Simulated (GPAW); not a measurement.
# Near-edge structure at the Rh L₃ edge of Rh (Rhodium, Fm-3m)

Aim: the dependence of the Rh L₃ near-edge features of Rh (Rhodium, Fm-3m) on volume.

Method: X-ray absorption from dipole matrix elements to empty bands, plane-wave PAW PBE, in GPAW 26.7.0.

This is a report of a sequence of runs, with most program output left out.

The database entry behind the starting cell differs from later determinations by our own check (an axis about 0.2 % short against later determinations), so it need not match the best structure at ambient conditions.

## Step 1: The structure

Symmetry: Fm-3m, No. 225, cubic system. Conventional cell: a = 3.796 Å, b = 3.796 Å, c = 3.796 Å, α = 90.00°, β = 90.00°, γ = 90.00°. Nearest to Rh lie 12 Rh at 2.68 Å.

As a file:

```cif
data_structure
_symmetry_space_group_name_H-M 'Fm-3m'
_symmetry_Int_Tables_number 225
_cell_length_a 3.7957
_cell_length_b 3.7957
_cell_length_c 3.7957
_cell_angle_alpha 90.000
_cell_angle_beta 90.000
_cell_angle_gamma 90.000
_cell_volume 54.69
loop_
_atom_site_label
_atom_site_type_symbol
_atom_site_symmetry_multiplicity
_atom_site_Wyckoff_symbol
_atom_site_fract_x
_atom_site_fract_y
_atom_site_fract_z
_atom_site_occupancy
Rh1 Rh 4 a 0.00000 0.00000 0.00000 1
```

## Step 2: The field without a hole

A plain self-consistent run shows whether there is a gap, which decides the set-up of the core-hole run.

Input file scf.py:

```python
import numpy as np
from ase import Atoms
from ase.parallel import parprint, paropen
from gpaw import GPAW, PW, FermiDirac, Mixer, MixerDif, setup_paths
from gpaw.test import gen
setup_paths.insert(0, '.')
gen('Rh', name='nch2p', xcname='PBE', corehole=(2, 1, 0), write_xml=True)
from gpaw.mpi import world
world.barrier()

atoms = Atoms('Rh',
    cell=[[0, 1.89785, 1.89785],
     [1.89785, 0, 1.89785],
     [1.89785, 1.89785, 0]],
    scaled_positions=[[0, 0, 0]],
    pbc=True)
atoms.calc = calc = GPAW(legacy_gpaw=True, mode=PW(430, force_complex_dtype=True), xc='PBE', setups={0: 'nch2p'},
    kpts={'size': (11, 11, 11), 'gamma': True}, occupations=FermiDirac(0.05),
    charge=0, mixer=Mixer(0.1, 5, 50), maxiter=150,
    convergence={'density': 0.0001, 'eigenstates': 1e-6}, txt='scf.txt')
energy = atoms.get_potential_energy() + calc.get_reference_energy()
ef = calc.get_fermi_level()
out = dict(energy=energy, fermi=ef, forces=atoms.get_forces().tolist())
parprint(f'all-electron energy {energy:.4f} eV, Fermi level {ef:.4f} eV')
ev = np.array([[calc.get_eigenvalues(k, s) for k in range(len(calc.get_ibz_k_points()))] for s in range(calc.get_number_of_spins())])
out['homo'], out['lumo'], out['counts'] = ev[ev < ef].max(), ev[ev > ef].min(), sorted(set((ev < ef).sum((0, 2)).tolist()))
out['filled'] = (ev[:, 0] < ef).sum(1).tolist()
import json
with paropen('out.json', 'w') as f:
    json.dump(out, f)
```

Run with:

```
$ OMP_NUM_THREADS=1 mpirun -n 4 gpaw python scf.py
```

Run time: 3.9 s. Hardware: 4 MPI ranks of AMD EPYC 9R45, shared host; peak memory 0.16 GiB.

The mesh shows no gap, so the system is treated as a metal and the core electron is put at the Fermi level (neutral cell).

## Step 3: Reference energy of the supercell

The photon energy needs a difference of total energies, so the cell and mesh of the coming hole run are first run without a hole.

scf.py: that of step 2 with these lines changed.

```diff
@@ -10,10 +10,22 @@
 
-atoms = Atoms('Rh',
-    cell=[[0, 1.89785, 1.89785],
-     [1.89785, 0, 1.89785],
-     [1.89785, 1.89785, 0]],
-    scaled_positions=[[0, 0, 0]],
+atoms = Atoms('Rh13',
+    cell=[[-1.89785, 0, 5.69355],
+     [0, 5.69355, 1.89785],
+     [-5.69355, -1.89785, 0]],
+    scaled_positions=[[0, 0, 0],
+     [0.30769231, 0.07692308, 0.23076923],
+     [0.07692308, 0.76923077, 0.30769231],
+     [0.53846154, 0.38461538, 0.15384615],
+     [0.15384615, 0.53846154, 0.61538462],
+     [0.61538462, 0.15384615, 0.46153846],
+     [0.76923077, 0.69230769, 0.07692308],
+     [0.23076923, 0.30769231, 0.92307692],
+     [0.38461538, 0.84615385, 0.53846154],
+     [0.84615385, 0.46153846, 0.38461538],
+     [0.46153846, 0.61538462, 0.84615385],
+     [0.92307692, 0.23076923, 0.69230769],
+     [0.69230769, 0.92307692, 0.76923077]],
     pbc=True)
 atoms.calc = calc = GPAW(legacy_gpaw=True, mode=PW(430, force_complex_dtype=True), xc='PBE', setups={0: 'nch2p'},
-    kpts={'size': (11, 11, 11), 'gamma': True}, occupations=FermiDirac(0.05),
+    kpts={'size': (5, 5, 5), 'gamma': True}, occupations=FermiDirac(0.1),
     charge=0, mixer=Mixer(0.1, 5, 50), maxiter=150,
```

The job ended after 46 s (4 MPI ranks; peak memory 0.34 GiB).

Reference energy: -1691845.154 eV with the cores included.

## Step 4: Spectrum with XCH, Rh atom 1

The holes are 6.0 Å apart. In GPAW the data set carries the hole's charge, so charge=0 means a charged cell and charge=-1 a neutral one. The excited electron is kept in the cell, where it fills the lowest empty states and screens the hole. After the field has converged, empty bands are computed with the density fixed and the dipole matrix elements are summed.

The absorber has 12 Rh at 2.68 Å (cuboctahedral, site symmetry m-3m).

Input file xas.py:

```python
import numpy as np
from ase import Atoms
from ase.parallel import parprint, paropen
from gpaw import GPAW, PW, FermiDirac, Mixer, MixerDif, setup_paths
from gpaw.test import gen
setup_paths.insert(0, '.')
gen('Rh', name='fch2p', xcname='PBE', corehole=(2, 1, 1), write_xml=True)
from gpaw.mpi import world
world.barrier()

atoms = Atoms('Rh13',
    cell=[[-1.89785, 0, 5.69355],
     [0, 5.69355, 1.89785],
     [-5.69355, -1.89785, 0]],
    scaled_positions=[[0, 0, 0],
     [0.30769231, 0.07692308, 0.23076923],
     [0.07692308, 0.76923077, 0.30769231],
     [0.53846154, 0.38461538, 0.15384615],
     [0.15384615, 0.53846154, 0.61538462],
     [0.61538462, 0.15384615, 0.46153846],
     [0.76923077, 0.69230769, 0.07692308],
     [0.23076923, 0.30769231, 0.92307692],
     [0.38461538, 0.84615385, 0.53846154],
     [0.84615385, 0.46153846, 0.38461538],
     [0.46153846, 0.61538462, 0.84615385],
     [0.92307692, 0.23076923, 0.69230769],
     [0.69230769, 0.92307692, 0.76923077]],
    pbc=True)
atoms.calc = calc = GPAW(legacy_gpaw=True, mode=PW(430, force_complex_dtype=True), xc='PBE', setups={0: 'fch2p'},
    kpts={'size': (5, 5, 5), 'gamma': True}, occupations=FermiDirac(0.1),
    charge=-1, mixer=Mixer(0.1, 5, 50), maxiter=150,
    convergence={'density': 0.0001, 'eigenstates': 1e-6}, txt='scf.txt')
energy = atoms.get_potential_energy() + calc.get_reference_energy()
ef = calc.get_fermi_level()
out = dict(energy=energy, fermi=ef, forces=atoms.get_forces().tolist())
parprint(f'all-electron energy {energy:.4f} eV, Fermi level {ef:.4f} eV')
ev = np.array([[calc.get_eigenvalues(k, s) for k in range(len(calc.get_ibz_k_points()))] for s in range(calc.get_number_of_spins())])
out['homo'], out['lumo'], out['counts'] = ev[ev < ef].max(), ev[ev > ef].min(), sorted(set((ev < ef).sum((0, 2)).tolist()))
out['filled'] = (ev[:, 0] < ef).sum(1).tolist()

from ase.units import Ha
from gpaw.xas import dipole_matrix_elements
nb = int(calc.get_number_of_electrons() / 2) + 174
top, nb = nb, nb + 8 + nb // 12
nscf = calc.fixed_density(kpts={'size': (7, 7, 7), 'gamma': True}, nbands=nb,
    convergence={'bands': top, 'eigenstates': 5e-3}, maxiter=60, txt='nscf.txt')
cell = atoms.cell.array
ops = [cell.T @ U.T @ np.linalg.inv(cell.T) for U in nscf.wfs.kd.symmetry.op_scc]
E = np.arange(-6, 34, 0.1)
fwhm = np.interp(E, [4, 25], [2.13, 3.5])
Y, X, zero, highest = 0, 0, 1e9, 1e9
for spin in range(nscf.get_number_of_spins()):
    wfs = nscf.wfs
    mine = wfs.bd.get_slice()  # this rank's bands
    A = dipole_matrix_elements(wfs.setups[0])
    eps = np.zeros((wfs.kd.nibzkpts, nb))
    d = np.zeros((3, A.shape[1], wfs.kd.nibzkpts, nb), complex)
    for kpt in wfs.kpt_u:
        if kpt.s == spin and 0 in kpt.P_ani:
            eps[kpt.k, mine] = kpt.eps_n * Ha
            d[:, :, kpt.k, mine] = (kpt.weight * wfs.nspins / 2) ** 0.5 * np.inner(A, kpt.P_ani[0])
    world.sum(eps)
    world.sum(d)
    T = np.einsum('amkn,bmkn->abkn', d, d.conj()).real
    T = sum(np.einsum('ai,ijkn,bj->abkn', R, T, R) for R in ops) / len(ops)
    empty = eps > ef
    zero, highest = min(zero, eps[empty].min()), min(highest, eps[:, top - 1].min())
    lines = [(eps, T, empty)] if spin == 0 else lines + [(eps, T, empty)]
for eps, T, empty in lines:
    f = np.einsum('aakn->akn', T).reshape(3, -1)
    x = eps.ravel() - zero
    w = np.interp(x, E, fwhm) / 2.35482
    g = np.exp(-0.5 * ((E[:, None] - x) / w) ** 2) / (w * (2 * np.pi) ** 0.5)
    Y = Y + (f * empty.ravel()) @ g.T
    X = X + (f * ~empty.ravel()) @ g.T
out.update(E=E.round(2).tolist(), xas=Y.tolist(), xes=X.tolist(), zero=zero, valid=highest - zero, nk=len(eps), nb=nb)
for i in range(0, len(E), 10):
    parprint(f'{E[i]:7.2f}', *(f'{v:10.3e}' for v in Y[:, i]))
import json
with paropen('out.json', 'w') as f:
    json.dump(out, f)
```

Run with:

```
$ OMP_NUM_THREADS=1 mpirun -n 4 gpaw python xas.py
```

It took 4 min on 4 MPI ranks; peak memory 0.82 GiB.

The Rh L₃ spectrum, Rh atom 1, excited-electron core hole (neutral cell) (energy from the lowest empty level; intensity scaled to a mean of 1 over the first 20 eV):

```
E (eV)  intensity
 -2.00       0.10
 -1.25       0.59
 -0.50       1.73
  0.25       2.73
  1.00       2.44
  1.75       1.47
  2.50       0.92
  3.25       0.78
  4.00       0.73
  4.75       0.67
  5.50       0.60
  6.25       0.53
  7.00       0.50
  7.75       0.58
  8.50       0.73
  9.25       0.81
 10.00       0.80
 10.75       0.80
 11.50       0.90
 12.25       1.05
 13.00       1.16
 13.75       1.21
 14.50       1.23
 15.25       1.24
 16.00       1.22
 16.75       1.14
 17.50       1.00
 18.25       0.83
 19.00       0.68
 19.75       0.63
 20.50       0.68
 21.25       0.81
 22.00       0.91
 22.75       0.92
 23.50       0.84
 24.25       0.72
 25.00       0.64
 25.75       0.65
 26.50       0.75
 27.25       0.90
 28.00       1.04
 28.75       1.14
 29.50       1.15
 30.25       1.09
 31.00       0.98
 31.75       0.84
```

Main maxima below 30 eV (height): 0.4 eV (2.79), 15.2 eV (1.24), 22.4 eV (0.93) and 29.2 eV (1.16). At an L edge the dipole rule selects empty d (and weakly s) states on the absorber, and the strong line at the onset measures the empty part of its d band.

The energy difference (zero at 3040 eV) isn't read as a photon energy: for so heavy an absorber the terms left out (core spin–orbit splitting, the hole's spin, the functional's error) amount to tens of eV or more.

## Step 5: Reference energy of the supercell

The cell changes for the next run, so it gets a reference energy of its own.

The cell differs from the one that the last finished run ended in (a 6.002 → 5.879 Å, b 6.002 → 5.879 Å, c 6.002 → 5.879 Å).

scf.py: that of step 3 with these lines changed.

```diff
@@ -11,5 +11,5 @@
 atoms = Atoms('Rh13',
-    cell=[[-1.89785, 0, 5.69355],
-     [0, 5.69355, 1.89785],
-     [-5.69355, -1.89785, 0]],
+    cell=[[-1.8591075, 0, 5.57732249],
+     [0, 5.57732249, 1.8591075],
+     [-5.57732249, -1.8591075, 0]],
     scaled_positions=[[0, 0, 0],
```

Run with:

```
$ OMP_NUM_THREADS=1 mpirun -n 4 gpaw python scf.py
```

Elapsed: 46 s, on 4 MPI ranks; peak memory 0.34 GiB.

Reference energy: -1691843.853 eV with the cores included.

## Step 6: Spectrum with XCH, Rh atom 1

Shorter bonds are expected to push antibonding states and scattering resonances up, and longer ones down; the cell is scaled to test that.

Changed against the first core-hole run: volume scale from 1 to 0.94.

xas.py: that of step 4 with these lines changed.

```diff
@@ -11,5 +11,5 @@
 atoms = Atoms('Rh13',
-    cell=[[-1.89785, 0, 5.69355],
-     [0, 5.69355, 1.89785],
-     [-5.69355, -1.89785, 0]],
+    cell=[[-1.8591075, 0, 5.57732249],
+     [0, 5.57732249, 1.8591075],
+     [-5.57732249, -1.8591075, 0]],
     scaled_positions=[[0, 0, 0],
@@ -42,3 +42,3 @@
 from gpaw.xas import dipole_matrix_elements
-nb = int(calc.get_number_of_electrons() / 2) + 174
+nb = int(calc.get_number_of_electrons() / 2) + 167
 top, nb = nb, nb + 8 + nb // 12
```

Run with:

```
$ OMP_NUM_THREADS=1 mpirun -n 4 gpaw python xas.py
```

The job ended after 3.9 min (4 MPI ranks; peak memory 0.79 GiB; 15 min of CPU time).

```
E (eV)  first run  this run
  -2.0       0.10      0.10
  -1.0       0.90      0.85
   0.0       2.51      2.46
   1.0       2.44      2.46
   2.0       1.22      1.23
   3.0       0.80      0.77
   4.0       0.73      0.72
   5.0       0.65      0.65
   6.0       0.55      0.56
   7.0       0.50      0.48
   8.0       0.63      0.51
   9.0       0.80      0.70
  10.0       0.80      0.81
  11.0       0.82      0.79
  12.0       1.00      0.87
  13.0       1.16      1.08
  14.0       1.22      1.23
  15.0       1.24      1.28
  16.0       1.22      1.29
  17.0       1.10      1.22
  18.0       0.89      1.02
  19.0       0.68      0.77
  20.0       0.63      0.61
  21.0       0.76      0.63
  22.0       0.91      0.79
  23.0       0.90      0.92
  24.0       0.76      0.87
  25.0       0.64      0.72
  26.0       0.68      0.63
  27.0       0.85      0.68
  28.0       1.04      0.85
  29.0       1.15      1.03
  30.0       1.12      1.13
  31.0       0.98      1.10
  32.0       0.79      0.95
```

The scaled spectrum changes by 8 % r.m.s. The highest intensity below 24 eV stays at 0.4 eV.

The photon energy of the zero moves by +0.15 eV.

## Step 7: Supercell without a hole, the energy reference

The cell differs from the one that the last finished run ended in (a 5.879 → 5.941 Å, b 5.879 → 5.941 Å, c 5.879 → 5.941 Å).

scf.py: that of step 5 with these lines changed.

```diff
@@ -11,5 +11,5 @@
 atoms = Atoms('Rh13',
-    cell=[[-1.8591075, 0, 5.57732249],
-     [0, 5.57732249, 1.8591075],
-     [-5.57732249, -1.8591075, 0]],
+    cell=[[-1.87867849, 0, 5.63603546],
+     [0, 5.63603546, 1.87867849],
+     [-5.63603546, -1.87867849, 0]],
     scaled_positions=[[0, 0, 0],
```

Run with:

```
$ OMP_NUM_THREADS=1 mpirun -n 4 gpaw python scf.py
```

The job ended after 48 s (4 MPI ranks; peak memory 0.35 GiB; 3.2 min of CPU time).

Reference energy: -1691844.684 eV with the cores included.

## Step 8: Spectrum with XCH, Rh atom 1

Changed against the first core-hole run: volume scale from 1 to 0.97.

xas.py: that of step 6 with these lines changed.

```diff
@@ -11,5 +11,5 @@
 atoms = Atoms('Rh13',
-    cell=[[-1.8591075, 0, 5.57732249],
-     [0, 5.57732249, 1.8591075],
-     [-5.57732249, -1.8591075, 0]],
+    cell=[[-1.87867849, 0, 5.63603546],
+     [0, 5.63603546, 1.87867849],
+     [-5.63603546, -1.87867849, 0]],
     scaled_positions=[[0, 0, 0],
@@ -42,3 +42,3 @@
 from gpaw.xas import dipole_matrix_elements
-nb = int(calc.get_number_of_electrons() / 2) + 167
+nb = int(calc.get_number_of_electrons() / 2) + 170
 top, nb = nb, nb + 8 + nb // 12
```

Run with:

```
$ OMP_NUM_THREADS=1 mpirun -n 4 gpaw python xas.py
```

Run time: 3.9 min. Hardware: 4 MPI ranks; peak memory 0.81 GiB; 16 min of CPU time.

```
E (eV)  first run  this run
  -2.0       0.10      0.10
  -1.0       0.90      0.88
   0.0       2.51      2.48
   1.0       2.44      2.46
   2.0       1.22      1.22
   3.0       0.80      0.79
   4.0       0.73      0.73
   5.0       0.65      0.65
   6.0       0.55      0.55
   7.0       0.50      0.49
   8.0       0.63      0.57
   9.0       0.80      0.76
  10.0       0.80      0.81
  11.0       0.82      0.79
  12.0       1.00      0.93
  13.0       1.16      1.13
  14.0       1.22      1.23
  15.0       1.24      1.26
  16.0       1.22      1.26
  17.0       1.10      1.16
  18.0       0.89      0.95
  19.0       0.68      0.72
  20.0       0.63      0.61
  21.0       0.76      0.69
  22.0       0.91      0.86
  23.0       0.90      0.92
  24.0       0.76      0.82
  25.0       0.64      0.67
  26.0       0.68      0.64
  27.0       0.85      0.76
  28.0       1.04      0.95
  29.0       1.15      1.11
  30.0       1.12      1.14
  31.0       0.98      1.05
  32.0       0.79      0.87
```

The scaled spectrum changes by 4 % r.m.s. The highest intensity below 24 eV stays at 0.4 eV.

The photon energy of the zero moves by +0.08 eV.

## Step 9: Supercell without a hole, the energy reference

The cell differs from the one that the last finished run ended in (a 5.941 → 6.061 Å, b 5.941 → 6.061 Å, c 5.941 → 6.061 Å).

scf.py: that of step 7 with these lines changed.

```diff
@@ -11,5 +11,5 @@
 atoms = Atoms('Rh13',
-    cell=[[-1.87867849, 0, 5.63603546],
-     [0, 5.63603546, 1.87867849],
-     [-5.63603546, -1.87867849, 0]],
+    cell=[[-1.91664182, 0, 5.74992545],
+     [0, 5.74992545, 1.91664182],
+     [-5.74992545, -1.91664182, 0]],
     scaled_positions=[[0, 0, 0],
```

Run with:

```
$ OMP_NUM_THREADS=1 mpirun -n 4 gpaw python scf.py
```

Run time: 49 s. Hardware: 4 MPI ranks; peak memory 0.35 GiB.

Reference energy: -1691845.321 eV with the cores included.

## Step 10: Spectrum with XCH, Rh atom 1

Changed against the first core-hole run: volume scale from 1 to 1.03.

xas.py: that of step 8 with these lines changed.

```diff
@@ -11,5 +11,5 @@
 atoms = Atoms('Rh13',
-    cell=[[-1.87867849, 0, 5.63603546],
-     [0, 5.63603546, 1.87867849],
-     [-5.63603546, -1.87867849, 0]],
+    cell=[[-1.91664182, 0, 5.74992545],
+     [0, 5.74992545, 1.91664182],
+     [-5.74992545, -1.91664182, 0]],
     scaled_positions=[[0, 0, 0],
@@ -42,3 +42,3 @@
 from gpaw.xas import dipole_matrix_elements
-nb = int(calc.get_number_of_electrons() / 2) + 170
+nb = int(calc.get_number_of_electrons() / 2) + 177
 top, nb = nb, nb + 8 + nb // 12
```

Run with:

```
$ OMP_NUM_THREADS=1 mpirun -n 4 gpaw python xas.py
```

Elapsed: 4 min, on 4 MPI ranks; peak memory 0.84 GiB.

```
E (eV)  first run  this run
  -2.0       0.10      0.11
  -1.0       0.90      0.92
   0.0       2.51      2.53
   1.0       2.44      2.43
   2.0       1.22      1.22
   3.0       0.80      0.81
   4.0       0.73      0.74
   5.0       0.65      0.65
   6.0       0.55      0.54
   7.0       0.50      0.53
   8.0       0.63      0.69
   9.0       0.80      0.81
  10.0       0.80      0.79
  11.0       0.82      0.86
  12.0       1.00      1.05
  13.0       1.16      1.17
  14.0       1.22      1.20
  15.0       1.24      1.21
  16.0       1.22      1.18
  17.0       1.10      1.05
  18.0       0.89      0.83
  19.0       0.68      0.66
  20.0       0.63      0.67
  21.0       0.76      0.83
  22.0       0.91      0.93
  23.0       0.90      0.86
  24.0       0.76      0.70
  25.0       0.64      0.64
  26.0       0.68      0.75
  27.0       0.85      0.95
  28.0       1.04      1.12
  29.0       1.15      1.16
  30.0       1.12      1.08
  31.0       0.98      0.90
  32.0       0.79      0.72
```

The scaled spectrum changes by 4 % r.m.s. The highest intensity below 24 eV stays at 0.4 eV.

The photon energy of the zero moves by -0.07 eV.

## Step 11: Reference energy of the supercell

The cell differs from the one that the last finished run ended in (a 6.061 → 6.119 Å, b 6.061 → 6.119 Å, c 6.061 → 6.119 Å).

scf.py: that of step 9 with these lines changed.

```diff
@@ -11,5 +11,5 @@
 atoms = Atoms('Rh13',
-    cell=[[-1.91664182, 0, 5.74992545],
-     [0, 5.74992545, 1.91664182],
-     [-5.74992545, -1.91664182, 0]],
+    cell=[[-1.9350722, 0, 5.80521659],
+     [0, 5.80521659, 1.9350722],
+     [-5.80521659, -1.9350722, 0]],
     scaled_positions=[[0, 0, 0],
```

Run with:

```
$ OMP_NUM_THREADS=1 mpirun -n 4 gpaw python scf.py
```

The job ended after 49 s (4 MPI ranks; peak memory 0.34 GiB).

Reference energy: -1691845.234 eV with the cores included.

[end of part 1 of 2]

[Logs are printed without paths, hosts, clocks, repeated set-up lines and the standing remarks that a program may print on its own settings, such as how far it seeks lower states.]

[Hosts, paths, dates, database ids (printed as entryN), source tags and the programs' standing remarks are cut or masked in the printed files.]

[Lists of maxima count a maximum above −3 eV only where it reaches 4 % of the highest in the window and stands out from its surroundings by 2 % of it (1.5 % where it reaches 55 %); shoulders and weaker maxima are passed over, and of the rest the first, up to two pre-edge ones and the few strongest are named.]
